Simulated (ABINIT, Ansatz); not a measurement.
# Zr (Zirconium): phonons by linear response, part 4 of 4

How does Zr (Zirconium) vibrate, and is this structure a minimum?

ABINIT 10.8.3; DFT PBE, scalar-relativistic, plane waves, PseudoDojo norm-conserving pseudopotentials.

So far, highest frequency (cm⁻¹): step 7 (interpolated phonon bands) 192.

## 9. The same in Ansatz

A second program on the same cell, potentials, cutoff and meshes tests the implementation of the phonon response, not its convergence.

This step: DFT PBE, scalar-relativistic, plane waves, PseudoDojo norm-conserving pseudopotentials (Ansatz 0.2.0).

Contents of input.yaml:

```yaml
crystal:
  lattice:
    - [3.232401753, 0.0, 0.0]
    - [-1.6162008765, 2.7993420334, 0.0]
    - [0.0, 0.0, 5.1787191013]
  atoms:
    - { symbol: Zr, position: [0.3333333333, 0.6666666667, 0.25] }
    - { symbol: Zr, position: [0.6666666667, 0.3333333333, 0.75] }
kpoints:
  mp_grid: { grid: [12, 12, 6] }
hamiltonian:
  xc: pbe
  pseudopotentials: { kind: nc, accuracy: standard }
scf:
  occupations: { method: gaussian, width: 0.27211 }
output:
  eigenvalues: true
basis:
  ecutwfc: 789.13
phonons:
  method: dfpt
  qmesh: [4, 4, 2]
  temperatures: { t_max: 1000, t_step: 50 }
  qpath:
    path:
      - [[0.0, 0.0, 0.0], [0.5, 0.0, 0.0], [0.33333333, 0.33333333, 0.0], [0.0, 0.0, 0.0], [0.0, 0.0, 0.5], [0.5, 0.0, 0.5], [0.33333333, 0.33333333, 0.5], [0.0, 0.0, 0.5]]
      - [[0.5, 0.0, 0.5], [0.5, 0.0, 0.0]]
      - [[0.33333333, 0.33333333, 0.5], [0.33333333, 0.33333333, 0.0]]
    npoints: 10
  electrical_resistivity: { temperatures: [77, 300], mesh: [24, 24, 12] }
```

Started as:

```sh
> ansatz run input.yaml --threads 16 --pin off --max-ram 32768MiB --backend cpu --events-out ev --progress --plain --runs-dir out
```

Numbers of over 12 decimals in the logs are rounded to 6 here.

Log:

```text
Warning: basis.ecutwfc = 789.13 eV is below the records' recommended 897.975746 eV, and the density's cutoff is lower with it unless basis.ecutrho_ratio is high enough to keep the records' density cutoff: compare with a run at a higher cutoff
Engine: ansatz 0.2.0, aarch64-unknown-linux-gnu
Pseudopotentials: kind: nc
Pseudopotential: Zr, nc, valence charge 12, recommended cutoff 897.975746 eV (normal), Zr.nc.azcp (PseudoDojo's, or run here from an input of PseudoDojo's; its table is named by hamiltonian.pseudopotentials.accuracy)
Functional definition: PBE
  parameter kappa = 0.804
  parameter beta = 0.066725
  exchange = pbe_x(kappa = kappa, mu = beta*pi^2/3)
  correlation = pbe_c(beta = beta)
Crystal: 2 atoms, lattice volume = 46.860 Å³
Basis set: ecut = 789.13 eV, 2333 PW (Γ), exchange–correlation on 60×60×96 points (8 copies of the dense FFT grid, shifted against one another)
Bands: 16, of which v1, the nominal top of the filled ones, is band 12 counted from 1 (11 counted from 0)
Symmetry: 24 space group operations
k-points: 76 of 864
Non-local potential: Zr, projectors of the file, l = 0: 2, l = 1: 2, l = 2: 2
Initial density: superposition of atomic densities (chi_scale 0.1, normalization cell)
Initial wavefunctions: pseudopotential atomic-orbital guess
Functional: x = pbe(κ = 0.804, μ = 0.219515), c = pbe(β = 0.066725)
SCF iter   1: F=—  HF=-2755.130678 eV  |F-HF|=—  |Δ(HF+E_count)|=         —  Δρ=2.91e-2  dr2=5.05e-1  ethr=3.10e-3  ⟨swp⟩=5.9  Hψ=12821  notcnv=0
automatic band count: the SCF goes on with 20 bands, as 16 were too few: they end inside the smearing window of the response
preconditioner: auto → Kerker (q_TF=auto, 2.440 Å⁻¹)  [metal: Δε(μ)=0.017 eV  Ē_g=5.080 eV  σ=0.272 eV  W_gap=0.04  n_scr=10 (ndim 8)  ℏωp=15.3 eV  f_vac=0.000  D(μ)=1.97/eV (n_scr^D=22)]
SCF iter   2: F=—  HF=-2755.016275 eV  |F-HF|=—  |Δ(HF+E_count)|=   1.14e-1  Δρ=1.75e-2  dr2=1.81e-1  ethr=2.10e-3  ⟨swp⟩=1.1  Hψ=2134  notcnv=0
SCF iter   3: F=—  HF=-2754.960685 eV  |F-HF|=—  |Δ(HF+E_count)|=   5.56e-2  Δρ=2.23e-3  dr2=1.40e-3  ethr=7.56e-4  ⟨swp⟩=2.9  Hψ=2354  notcnv=0
SCF iter   4: F=—  HF=-2754.960708 eV  |F-HF|=—  |Δ(HF+E_count)|=   2.34e-5  Δρ=2.36e-4  dr2=2.09e-5  ethr=5.84e-6  ⟨swp⟩=2.3  Hψ=2003  notcnv=0
SCF iter   5: F=—  HF=-2754.960712 eV  |F-HF|=—  |Δ(HF+E_count)|=   3.73e-6  Δρ=4.78e-5  dr2=9.04e-7  ethr=8.69e-8  ⟨swp⟩=2.6  Hψ=2161  notcnv=0
SCF iter   6: F=—  HF=-2754.960712 eV  |F-HF|=—  |Δ(HF+E_count)|=   4.79e-8  Δρ=7.98e-6  dr2=2.32e-8  ethr=3.77e-9  ⟨swp⟩=2.7  Hψ=2510  notcnv=0  defer=105
SCF iter   7: F=—  HF=-2754.960712 eV  |F-HF|=—  |Δ(HF+E_count)|=  5.20e-10  Δρ=1.31e-6  dr2=6.70e-10  ethr=9.67e-11  ⟨swp⟩=2.2  Hψ=2351  notcnv=0  defer=105
SCF iter   8: F=—  HF=-2754.960712 eV  |F-HF|=—  |Δ(HF+E_count)|=  6.14e-11  Δρ=2.08e-7  dr2=1.42e-11  ethr=2.79e-12  ⟨swp⟩=2.7  Hψ=2442  notcnv=0  defer=105
SCF iter   9: F=-2754.960712 eV  HF=-2754.960712 eV  |F-HF|=0.00e0  |Δ(HF+E_count)|=  6.82e-12  Δρ=2.69e-8  dr2=2.87e-13  ethr=1.00e-12  ⟨swp⟩=11.6  Hψ=8176  notcnv=0
SCF 1 converged in 9 iterations: F = -2754.960712 eV  dr2 = 2.87e-13
NSCF: frozen V_eff on 76 k-points
WARN: eigensolver did not converge in 5 slots of this pass, the one above among them; of largest residual over every band (k=16): 1 band(s) unlocked (lowest unlocked band 19, counted from 0; max residual 1.85e-4 eV among the unlocked bands, 1.85e-4 eV over every band); of lowest unlocked band (k=16): band 19
NSCF: frozen V_eff on 172 k-points
DFPT response loops at q = (0, 0, 0) (fractional): preconditioner auto → Kerker (q_TF=auto, 2.440 Å⁻¹) (partly filled bands, converged f_vac=0.000); β = 1.00, the filter's whole step (`scf.mixing.beta` (0.50) is not read by the response loops under this deck's `scf.mixing.preconditioner`; to damp them name `kerker` or `kerker_dos`, under which they read `scf.mixing.beta`, and type it under 1.00, their step now; both keys bind the ground state too); Broyden in place of MSR1
NSCF: frozen V_eff on 344 k-points
DFPT response loops at q = (0, 0, -0.5) (fractional): mixed as the last ones told, above
NSCF: frozen V_eff on 624 k-points
DFPT response loops at q = (0, 0.25, 0) (fractional): mixed as the last ones told, above
NSCF: frozen V_eff on 624 k-points
DFPT response loops at q = (0, 0.25, -0.5) (fractional): mixed as the last ones told, above
NSCF: frozen V_eff on 344 k-points
DFPT response loops at q = (0, -0.5, 0) (fractional): mixed as the last ones told, above
NSCF: frozen V_eff on 344 k-points
DFPT response loops at q = (0, -0.5, -0.5) (fractional): mixed as the last ones told, above
NSCF: frozen V_eff on 1152 k-points
DFPT response loops at q = (0.25, 0.25, 0) (fractional): mixed as the last ones told, above
NSCF: frozen V_eff on 1152 k-points
DFPT response loops at q = (0.25, 0.25, -0.5) (fractional): mixed as the last ones told, above
Bands: 20, of which v1, the nominal top of the filled ones, is band 12 counted from 1 (11 counted from 0)
SCF iter   1: F=—  HF=-2755.130678 eV  |F-HF|=—  |Δ(HF+E_count)|=         —  Δρ=2.91e-2  dr2=5.05e-1  ethr=3.10e-3  ⟨swp⟩=5.9  Hψ=7442  notcnv=0
SCF iter   2: F=—  HF=-2755.016275 eV  |F-HF|=—  |Δ(HF+E_count)|=   1.14e-1  Δρ=1.75e-2  dr2=1.81e-1  ethr=2.10e-3  ⟨swp⟩=1.1  Hψ=2134  notcnv=0
SCF iter   3: F=—  HF=-2754.960685 eV  |F-HF|=—  |Δ(HF+E_count)|=   5.56e-2  Δρ=2.23e-3  dr2=1.40e-3  ethr=7.56e-4  ⟨swp⟩=2.9  Hψ=2354  notcnv=0
SCF iter   4: F=—  HF=-2754.960708 eV  |F-HF|=—  |Δ(HF+E_count)|=   2.34e-5  Δρ=2.36e-4  dr2=2.09e-5  ethr=5.84e-6  ⟨swp⟩=2.3  Hψ=2003  notcnv=0
SCF iter   5: F=—  HF=-2754.960712 eV  |F-HF|=—  |Δ(HF+E_count)|=   3.73e-6  Δρ=4.78e-5  dr2=9.04e-7  ethr=8.69e-8  ⟨swp⟩=2.6  Hψ=2161  notcnv=0
SCF iter   6: F=—  HF=-2754.960712 eV  |F-HF|=—  |Δ(HF+E_count)|=   4.79e-8  Δρ=7.98e-6  dr2=2.32e-8  ethr=3.77e-9  ⟨swp⟩=2.7  Hψ=2510  notcnv=0  defer=105
SCF iter   7: F=—  HF=-2754.960712 eV  |F-HF|=—  |Δ(HF+E_count)|=  5.20e-10  Δρ=1.31e-6  dr2=6.70e-10  ethr=9.67e-11  ⟨swp⟩=2.2  Hψ=2351  notcnv=0  defer=105
SCF iter   8: F=—  HF=-2754.960712 eV  |F-HF|=—  |Δ(HF+E_count)|=  6.14e-11  Δρ=2.08e-7  dr2=1.42e-11  ethr=2.79e-12  ⟨swp⟩=2.7  Hψ=2442  notcnv=0  defer=105
SCF iter   9: F=-2754.960712 eV  HF=-2754.960712 eV  |F-HF|=0.00e0  |Δ(HF+E_count)|=  6.37e-12  Δρ=2.67e-8  dr2=2.88e-13  ethr=1.00e-12  ⟨swp⟩=2.7  Hψ=3057  notcnv=0
SCF 2 converged in 9 iterations: F = -2754.960712 eV  dr2 = 2.88e-13
NSCF: frozen V_eff on 76 k-points
NSCF: frozen V_eff on 150 k-points
[...]
SCF converged after 9 iterations
Free energy (F): -2754.960712 eV
Harris-Foulkes:  -2754.960712 eV  (|F-HF|=0.00e0)
Internal energy: -2754.881862 eV  (E = F + TS)
E sigma→0 (E₀):  -2754.921287 eV
Entropy (-TS):   -0.078850 eV (-39.425 meV/atom)
Fermi energy:    13.983095 eV
--- Per-component energies (eV) ---
  E_band       = -193.721865
  E_kinetic    = 785.436235
  E_local      = -1565.691364  (includes V_loc(G=0)·N_el)
  E_nonlocal   = 288.588691
  E_hartree    = 374.402947
  E_xc         = -544.855515
  E_vxc        = -450.861312  (∫ρ·V_xc dr)
  E_ewald      = -2092.762856
  E_smearing   = -0.078850  (= −TS)
  E_closure    = 0.000000  (closes the sum)
  Σ components = -2754.960712   (vs F -2754.960712, Δ=0.00e0)
--- Band table (eV; the first three rows and the last of 76) ---
  k-point 0: bands = [... 8 lower, 8.3759, 11.0005, 14.8881, 14.8881, 14.9806, 15.1166, 15.5617, 15.5617, ... 4 higher]
  k-point 1: bands = [... 8 lower, 8.6028, 10.9724, 14.7258, 14.7874, 14.7874, 14.8081, 15.4011, 15.4011, ... 4 higher]
  k-point 2: bands = [... 8 lower, 9.2281, 10.7298, 14.1239, 14.3978, 14.7053, 14.7053, 15.0739, 15.0739, ... 4 higher]
  k-point 75: bands = [... 8 lower, 12.5959, 12.5959, 12.7570, 12.7570, 13.9776, 13.9776, 16.0361, 16.0361, ... 4 higher]
--- Phonons (Γ-DFPT): 2 representative perturbations + reference (Σ response iterations 8) ---
  ASR residual: 2.595e-5 → 0.000e0 eV/Å²; symmetrization residual: 5.729e-14 eV/Å²
  ASR residual per site (eV/Å²): 2.59e-5 2.59e-5
  Γ frequencies (cm⁻¹): 0.00 0.00 0.00 68.63 68.63 152.86
--- Phonons (arbitrary-q DFPT): 8 irreducible q on the 4×4×2 mesh ---
  q = [0.0000, 0.0000, 0.0000] (star 1, of the zone-centre solve; hermiticity 2.90e-14, symmetrization 1.52e-14): -0.00 -0.00 0.00 68.63 68.63 152.86
  q = [0.0000, 0.0000, -0.5000] (star 1, 2 solved perturbations in 248 linear systems a pass and spin channel, the states on 172 of 864 k-point pairs; hermiticity 1.66e-12, symmetrization 3.18e-8): 50.38 50.38 50.38 50.38 132.85 132.85
  q = [0.0000, 0.2500, 0.0000] (star 6, 3 solved perturbations on 312 of 864 k-point pairs; hermiticity 9.66e-9, symmetrization 1.15e-13): 52.61 57.10 118.20 123.07 142.73 153.62
  q = [0.0000, 0.2500, -0.5000] (star 6, 3 solved perturbations on 312 of 864 k-point pairs; hermiticity 1.92e-8, symmetrization 2.32e-8): 89.34 89.34 99.22 99.22 154.71 154.71
  q = [0.0000, -0.5000, 0.0000] (star 3, 3 solved perturbations on 172 of 864 k-point pairs; hermiticity 3.18e-13, symmetrization 2.10e-14): 69.07 75.21 148.76 154.20 161.75 170.71
  q = [0.0000, -0.5000, -0.5000] (star 3, 3 solved perturbations on 172 of 864 k-point pairs; hermiticity 1.57e-8, symmetrization 5.20e-9): 115.04 115.04 121.79 121.79 175.02 175.02
  q = [0.2500, 0.2500, 0.0000] (star 6, 2 solved perturbations in 888 linear systems a pass and spin channel, the states on 576 of 864 k-point pairs; hermiticity 1.90e-8, symmetrization 1.87e-13): 87.02 116.71 126.09 146.31 154.73 180.93
  q = [0.2500, 0.2500, -0.5000] (star 6, 2 solved perturbations in 888 linear systems a pass and spin channel, the states on 576 of 864 k-point pairs; hermiticity 1.27e-8, symmetrization 4.54e-9): 76.84 76.84 154.53 154.53 170.72 170.72
  sum rule: each row above includes the acoustic sum rule's correction from the zone centre's row sums; it moved no ω² by more than (0.28 cm⁻¹)²
  mesh force constants: q→R imaginary residual 2.99e-18; ASR residual 2.595e-5 → 0.000e0 eV/Å²; symmetrization residual 7.105e-15 eV/Å²
  interpolated dispersion: 93 rows × 6 modes
  density of states and harmonic sums: on the 24×24×12 q-mesh, interpolated from the force constants of a 4×4×2 supercell (no non-analytic term)
  largest difference from the sums on the solved wave vectors: F 2.06e-2 eV, S 2.87e-5 and C_V 8.04e-6 eV/K
  zero-point energy: 0.045372 eV/cell   skipped modes (ω ≤ 0): 3   left out of the sums: 7.23e-5 of the cell's modes: C_V's classical limit lies that fraction below 3 k_B per atom; for a crystal, a wire or a layer, F and S can be off by more, and a phonons.interpolated_qmesh denser along its periods is the remedy for the sampling
--- Electrical resistivity: potentials and phonons of a 4×4×2 supercell ---
  scattering by harmonic phonons alone, with no dipole-dipole term; scattering by other electrons, impurities, surfaces and spin disorder is left out, and so is spin–orbit coupling
  the resistivity is that of a variational response, whose dependence on the energy is improved iteratively
  at the Fermi level of each mesh (of a tensor a third of its trace):
           mesh   spin    states/(eV spin)  plasma energy (eV)         λ      λ_tr    ħω_log (meV)
       24×24×12                     0.9388              3.9736    0.6146    0.6486          12.382
        12×12×6                     0.9418              4.1043    0.6027    0.6467          12.416
          6×6×3                     1.0039              4.1559    0.6601    0.6889          12.539
  resistivity on the deck's mesh, µΩ·cm:
     T (K)       trace/3  mesh converged            xx            yy            zz    lowest order   relaxation time
     77.00      8.5394e0              no      8.8980e0      8.8980e0      7.8223e0        9.1252e0          8.2685e0
    300.00      4.7222e1              no      4.9216e1      4.9216e1      4.3233e1        4.9153e1          4.5602e1
  mean free path at 77 K (of a tensor a third of its trace): 19.5 nm by what each carries, 16.3 by the Fermi surface alone
  Hall coefficient in a weak field at 77 K (a third of the trace): 5.160e-11 m³/C (as a tensor it moves by 6.7 % between the two finest meshes); by each state's relaxation time: 3.842e-11 m³/C; by a constant relaxation time: -1.152e-11 m³/C
  mean free path at 300 K (of a tensor a third of its trace): 3.44 nm by what each carries, 2.95 by the Fermi surface alone
  Hall coefficient in a weak field at 300 K (a third of the trace): 2.133e-11 m³/C (as a tensor it moves by 1.9 % between the two finest meshes); by each state's relaxation time: 1.229e-11 m³/C; by a constant relaxation time: -1.945e-11 m³/C
  the resistivity times a path that all electrons share, by the Fermi surface of the deck's mesh alone (a third of the trace): 1.400e-15 Ω·m²
  not converged in the mesh (λ; λ_tr; the resistivity at 77 K by 7.80 %; the resistivity at 300 K by 2.79 %): between neighbouring meshes, the two finest first, λ moves by 1.94 % and 9.53 %, λ_tr by 1.64 % and 7.51 % and the resistivity by up to 7.80 % and 69.49 %; an estimate, no bound, puts it up to 1.1e-7 % above the Boltzmann equation's exact value after up to 4 iterations (at most 30 are made, fewer where the estimate is under 1.0e-6 % of each spin channel's own resistivity)
  vibrations of 32 cells: unjudged by the run; compare a larger repeat
  the changes of the potential over all sites missed a rigid shift's by 0.00 % (the site terms' by 0.00 %)
  at the force constants' own smearing the fine mesh and the k-points of their solves give squared frequencies that differ by 1.8 % of the larger at the most, at (0, 0, 0)
```

It took 3.1 min on 16 threads of Arm Neoverse V2, shared host; peak memory 3.6 GiB.

This step gave:

```
sum-rule residual before enforcement                               : 2.59e-5 eV/Å²
mean frequency                                                     : 122 cm⁻¹
Debye temperature (second moment)                                  : 238 K
logarithmic mean frequency                                         : 114.8 cm⁻¹
highest optical zone-centre mode (no LO-TO term)                   : 152.9 cm⁻¹
lowest optical zone-centre mode                                    : 68.63 cm⁻¹
lowest mode on the q mesh (acoustic ones at the zone centre apart) : 50.38 cm⁻¹
zero-point energy per atom                                         : 22.69 meV
vibrational entropy at 300 K                                       : 40.21 J/(mol atoms K)
```

## 10. Side by side: ABINIT PseudoDojo and Ansatz, PseudoDojo

Numbers from this step:

```yaml
root_mean_square_difference: 0.06 cm⁻¹
largest_difference: 0.17 cm⁻¹
root_mean_square_difference_on_the_path: 0 cm⁻¹
largest_difference_on_the_path: 0.2 cm⁻¹
```

The 12 of 45 modes that differ most. Frequencies side by side:

```tsv
q (reciprocal lattice)	mode	ABINIT PseudoDojo (cm⁻¹)	Ansatz, PseudoDojo (cm⁻¹)
0 0 0	4	68.68	68.63
0 0 0	5	68.68	68.63
0.25 0 0	1	52.55	52.61
0.25 0 0	2	56.93	57.1
0.25 0 0	6	153.6	153.6
0.5 0 0	1	68.99	69.07
0.5 0 0	2	75.09	75.21
0.5 0 0	4	154.1	154.2
0.25 0.25 0	1	86.92	87.02
0.25 0.25 0	4	146.2	146.3
0 0 0.5	5	132.8	132.8
0 0 0.5	6	132.8	132.8
```

The interpolated bands of the two lie on top of each other.

At the solved wavevectors the largest difference (acoustic modes at Γ apart) is 0.09 % of the highest mode.

## 11. What came out

| Item | Value |
| --- | --- |
| space group after relaxation | P6_3/mmc |
| volume per atom | 23.4 Å³ |
| highest optical zone-centre mode (no LO-TO term) | 152.8 cm⁻¹ |
| lowest optical zone-centre mode | 68.7 cm⁻¹ |
| q mesh | 4×4×2 |
| lowest mode on the q mesh (acoustic ones at the zone centre apart) | 50.4 cm⁻¹ |
| zero-point energy per atom | 22.7 meV |
| heat capacity at 300 K | 24.2 J/(mol atoms K) |
| vibrational entropy at 300 K | 40.2 J/(mol atoms K) |
| imaginary modes on the q mesh | none |
| largest difference from Ansatz, PseudoDojo | 0.17 cm⁻¹ |

What this shows: Zr (Zirconium) is dynamically stable on the 4×4×2 mesh; its spectrum reaches 192 cm⁻¹. At the PBE level the optical modes of Zr (Zirconium) at the zone centre run from 69 to 153 cm⁻¹. The base run prints -0.46 GPa, mostly the error of a finite basis; the relaxation, with a smoothed and higher cutoff, had brought the cell to rest. ABINIT PseudoDojo and Ansatz, PseudoDojo agree to 0.17 cm⁻¹ (0.09 % of the highest mode compared) on all solved modes but the acoustic ones at Γ. These are harmonic frequencies at zero temperature: anharmonic shifts and linewidths and thermal expansion are left out. In a metal the frequencies hang on the k mesh and the smearing, most of all near Kohn anomalies. Ansatz warns that the cutoff lies 12 % under the one recommended for these files; agreement at one cutoff is not convergence. Electron-phonon sums were run after this but are left out, since no second program bore their λ out within 30 %; a λ that a log prints is not taken as a result.

[Host names and launcher messages were left out of these logs when they were recorded.]

[Logs are printed without paths, hosts, clocks, repeated set-up lines and the standing remarks that a program may print on its own settings, such as how far it seeks lower states.]

[Hosts, paths, dates, database ids (printed as entryN), source tags and the programs' standing remarks are cut or masked in the printed files.]
